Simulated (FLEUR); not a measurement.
# NaCeS2: parallel and opposed starts, part 3 of 3

A self-consistent run ends on one state, which hangs on the start. Several orders of NaCeS2 are started in FLEUR and their energies compared.

FLEUR MaX-R8.1; LDA (Moruzzi-Janak-Williams) with U = 4.3 eV, J = 0.7 eV on Ce f; all-electron FLAPW, Dirac cores, scalar-relativistic bands. The settings are cheaper than careful work needs.

So far. Step 6 (Order 5, typed as no spin polarisation): It lies 849 meV a seeded atom over the first start. Step 7 (Another try): Taking so much of each new density makes the cycles overshoot; a small alpha with Anderson mixing is the cure.

## (9) Spin–orbit coupling, moments along [001]

Spin–orbit coupling ties the spins to the lattice and lets orbital moments form.

A new self-consistent run of the start ferro +, with the moments along z. Here n_mmp_mat seeds f states of whole m by Hund's three rules.

inp.xml reads:

```
<?xml version="1.0" encoding="UTF-8" standalone="no"?>
<fleurInput fleurInputVersion="0.39">
   <comment>
      NaCeS2
   </comment>
   <calculationSetup>
      <cutoffs Kmax="3.6" Gmax="9.0" GmaxXC="9.0" numbands="113"/>
      <scfLoop itmax="130" minDistance="0.0001" maxIterBroyd="15" imix="Anderson" alpha="0.05" precondParam="0.0" spinf="2.0" sdNocoIR="T"/>
      <coreElectrons ctail="T" frcor="F" kcrel="0" coretail_lmax="0"/>
      <xcFunctional name="mjw" relativisticCorrections="F"/>
      <magnetism jspins="2"/>
      <soc l_soc="T" theta="0.0" phi="0.0" spav="F"/>
      <expertModes spex="0" secvar="F"/>
      <geometryOptimization l_f="F" forcealpha="1.0" forcemix="BFGS" epsdisp="0.00001" epsforce="0.00001"/>
      <ldaU l_linMix="F" mixParam="0.05" spinf="1.0"/>
   </calculationSetup>
   <cell>
      <bzIntegration valenceElectrons="33.0" mode="hist" fermiSmearingEnergy="0.00183747">
         <kPointListSelection listName="default-1"/>
         <xi:include xmlns:xi="http://www.w3.org/2001/XInclude" href="kpts.xml"> </xi:include>
      </bzIntegration>
      <xi:include xmlns:xi="http://www.w3.org/2001/XInclude" href="sym.xml"> </xi:include>
      <bulkLattice scale="1.0">
         <bravaisMatrix>
            <row-1>    7.7201548286121175     0.0000000000000000     0.0000000000000000</row-1>
            <row-2>    0.0000000000000000     7.7201548286121175     0.0000000000000000</row-2>
            <row-3>    0.0000000000000000     0.0000000000000000    10.5759580809868758</row-3>
         </bravaisMatrix>
      </bulkLattice>
   </cell>
   <atomSpecies>
      <species name="Sodium (Na)" element="Na" atomicNumber="11">
         <mtSphere radius="2.58" gridPoints="853" logIncrement="0.013"/>
         <atomicCutoffs lmax="10" lnonsphr="8"/>
         <electronConfig flipSpins="F">
            <coreConfig>(1s1/2)</coreConfig>
            <valenceConfig>(2s1/2) (2p1/2) (2p3/2) (3s1/2)</valenceConfig>
            <stateOccupation state="(3s1/2)" spinUp="0.500000" spinDown="0.500000"/>
         </electronConfig>
         <energyParameters s="3" p="3" d="3" f="4"/>
         <lo type="SCLO" l="0" n="2" eDeriv="0"/>
         <lo type="SCLO" l="1" n="2" eDeriv="0"/>
      </species>
      <species name="Cerium (Ce1.000" element="Ce" atomicNumber="58">
         <mtSphere radius="2.58" gridPoints="853" logIncrement="0.015"/>
         <atomicCutoffs lmax="10" lnonsphr="8"/>
         <electronConfig flipSpins="F">
            <coreConfig>(1s1/2) (2s1/2) (2p1/2) (2p3/2) (3s1/2) (3p1/2) (3p3/2) (4s1/2) (3d3/2) (3d5/2) (4p1/2) (4p3/2) (4d3/2) (4d5/2)</coreConfig>
            <valenceConfig>(5s1/2) (5p1/2) (5p3/2) (6s1/2) (5d3/2) (5d5/2) (4f5/2) (4f7/2)</valenceConfig>
            <stateOccupation state="(5d3/2)" spinUp="0.2" spinDown="0.2"/>
            <stateOccupation state="(5d5/2)" spinUp="0.3" spinDown="0.3"/>
            <stateOccupation state="(4f5/2)" spinUp="0.4285714285714" spinDown="0.0"/>
            <stateOccupation state="(4f7/2)" spinUp="0.5714285714286" spinDown="0.0"/>
         </electronConfig>
         <energyParameters s="6" p="6" d="5" f="4"/>
         <ldaU l="3" U="4.3" J="0.7" l_amf="F"/>
         <lo type="SCLO" l="0" n="5" eDeriv="0"/>
         <lo type="SCLO" l="1" n="5" eDeriv="0"/>
      </species>
      <species name="Sulfur (S)" element="S" atomicNumber="16">
         <mtSphere radius="2.58" gridPoints="853" logIncrement="0.014"/>
         <atomicCutoffs lmax="10" lnonsphr="8"/>
         <electronConfig flipSpins="F">
            <coreConfig>(1s1/2) (2s1/2) (2p1/2) (2p3/2)</coreConfig>
            <valenceConfig>(3s1/2) (3p1/2) (3p3/2)</valenceConfig>
            <stateOccupation state="(3p1/2)" spinUp="0.666667" spinDown="0.666667"/>
            <stateOccupation state="(3p3/2)" spinUp="1.333333" spinDown="1.333333"/>
         </electronConfig>
         <energyParameters s="3" p="3" d="3" f="4"/>
      </species>
   </atomSpecies>
   <atomGroups>
      <atomGroup species="Sodium (Na)">
         <relPos label="                   1">.0000000000 .0000000000 .0000000000</relPos>
         <force calculate="T" relaxXYZ="TTT"/>
      </atomGroup>
      <atomGroup species="Cerium (Ce1.000">
         <relPos label="                   2">1.000/2.000 1.000/2.000 1.000/2.000</relPos>
         <force calculate="T" relaxXYZ="TTT"/>
      </atomGroup>
      <atomGroup species="Sulfur (S)">
         <relPos label="                   3">.0000000000 .0000000000 1.000/2.000</relPos>
         <force calculate="T" relaxXYZ="TTT"/>
      </atomGroup>
      <atomGroup species="Sulfur (S)">
         <relPos label="                   4">1.000/2.000 1.000/2.000 .0000000000</relPos>
         <force calculate="T" relaxXYZ="TTT"/>
      </atomGroup>
   </atomGroups>
   <output dos="F" band="F" slice="F">
      <bandDOS minEnergy="-.5*Htr" maxEnergy="0.5*Htr" sigma="0.015" storeEVData="T"/>
      <plotting iplot="0" polar="F">
         <plot TwoD="T" vec1="  1.0  0.0  0.0" vec2="  0.0  1.0  0.0" vec3="  0.0  0.0  1.0" zero="  0.0  0.0  0.0" file="plot"/>
      </plotting>
      <moessbauerParams electricFieldGradient="F" isomerShift="F" coreHyperfine="F" valenceHyperfine="F"/>
   </output>
</fleurInput>
```

crystal.txt reads:

```
NaCeS2
&input film=F cartesian=F /
4.08533000000  0.00000000000  0.00000000000
0.00000000000  4.08533000000  0.00000000000
0.00000000000  0.00000000000  5.59655600000
1.8897261246
1.0 1.0 1.0

4
11 0.00000000000  0.00000000000  0.00000000000
58 0.50000000000  0.50000000000  0.50000000000 : 1.000
16 0.00000000000  0.00000000000  0.50000000000
16 0.50000000000  0.50000000000  0.00000000000

&soc 0.0000000 0.0000000 /
&kpt div1=4 div2=4 div3=4 gamma=T /
```

Run with:

```sh
OMP_NUM_THREADS=1 inpgen -f crystal.txt > inpgen.log  # inp.xml is then edited as shown
OMP_NUM_THREADS=1 mpirun -n 4 fleur_MPI > fleur.log
```

Elapsed: 2.9 min, on 4 MPI ranks of AMD EPYC 7R43, shared host; peak memory 0.46 GiB; 12 min of CPU time.

Spin moment in the muffin-tin sphere by atom:

```
atom  spin moment in the muffin-tin sphere (μB)
 Na1                                      0.000
 Ce2                                      0.927
  S3                                     -0.021
  S4                                     -0.013
```

Read from the output:

| Quantity | Value |
| --- | --- |
| free energy | -267121.8026 eV |
| program's band gap on this mesh (in a metal only a level spacing) | 0.1686 eV |
| magnetization | 0.9818 μB |
| final state | ferromagnetic |
| orbital moment along the spin | -2.640 μB |

Orbital moment in the sphere, along the spin axis by atom:

```csv
atom,"orbital moment in the sphere, along the spin axis (μB)"
Na1,0.00
Ce2,-2.64
S3,0.01
S4,0.00
```

## (10) Outcome

* lowest state found: ferromagnetic (typed ferro +)
* largest site spin moment: 0.982 μB
* next finished state: antiferromagnetic, 0.710 meV a seeded atom higher
* spinless run over the lowest (under a U no clean measure of the moments): 849 meV a seeded atom
* orbital moment on the atom of largest spin, along its spin (spin–orbit run): -2.64 μB
* spin plus orbital moment: Ce 1.71 μB

What this shows: The lowest state found is ferromagnetic, reached from the start ferro +, with moments up to 0.982 μB. The two lowest states lie so close that the mesh, the functional or spin–orbit coupling could swap them. Under a U a spinless run can be left with part-filled orbitals, which the U penalises, or fall into a low-spin state, so its energy is no clean measure of what the moments gain. The orbital moment is antiparallel to the spin, as Hund's third rule has it for a shell under half filled. The f shell was seeded by Hund's rules, so the run need not end in the lowest state; crystal-field states that mix several m can carry less. Only 5 starts were tried; other patterns of signs, canted and longer-period orders were not. Open f shells have many stationary orbital fillings, so the state need not be the lowest, and spin-only moments miss the orbital part.

[Logs and program files are shortened in this print: banners, set-up blocks, solver, clock and traceback lines can be left out without a mark of their own.]

[Logs are printed without paths, hosts, clocks, repeated set-up lines and the standing remarks that a program may print on its own settings, such as how far it seeks lower states.]

[Hosts, paths, dates, database ids (printed as entryN), source tags and the programs' standing remarks are cut or masked in the printed files.]

[Where a cell is said to come from a database of computed structures, the database is the Materials Project.]
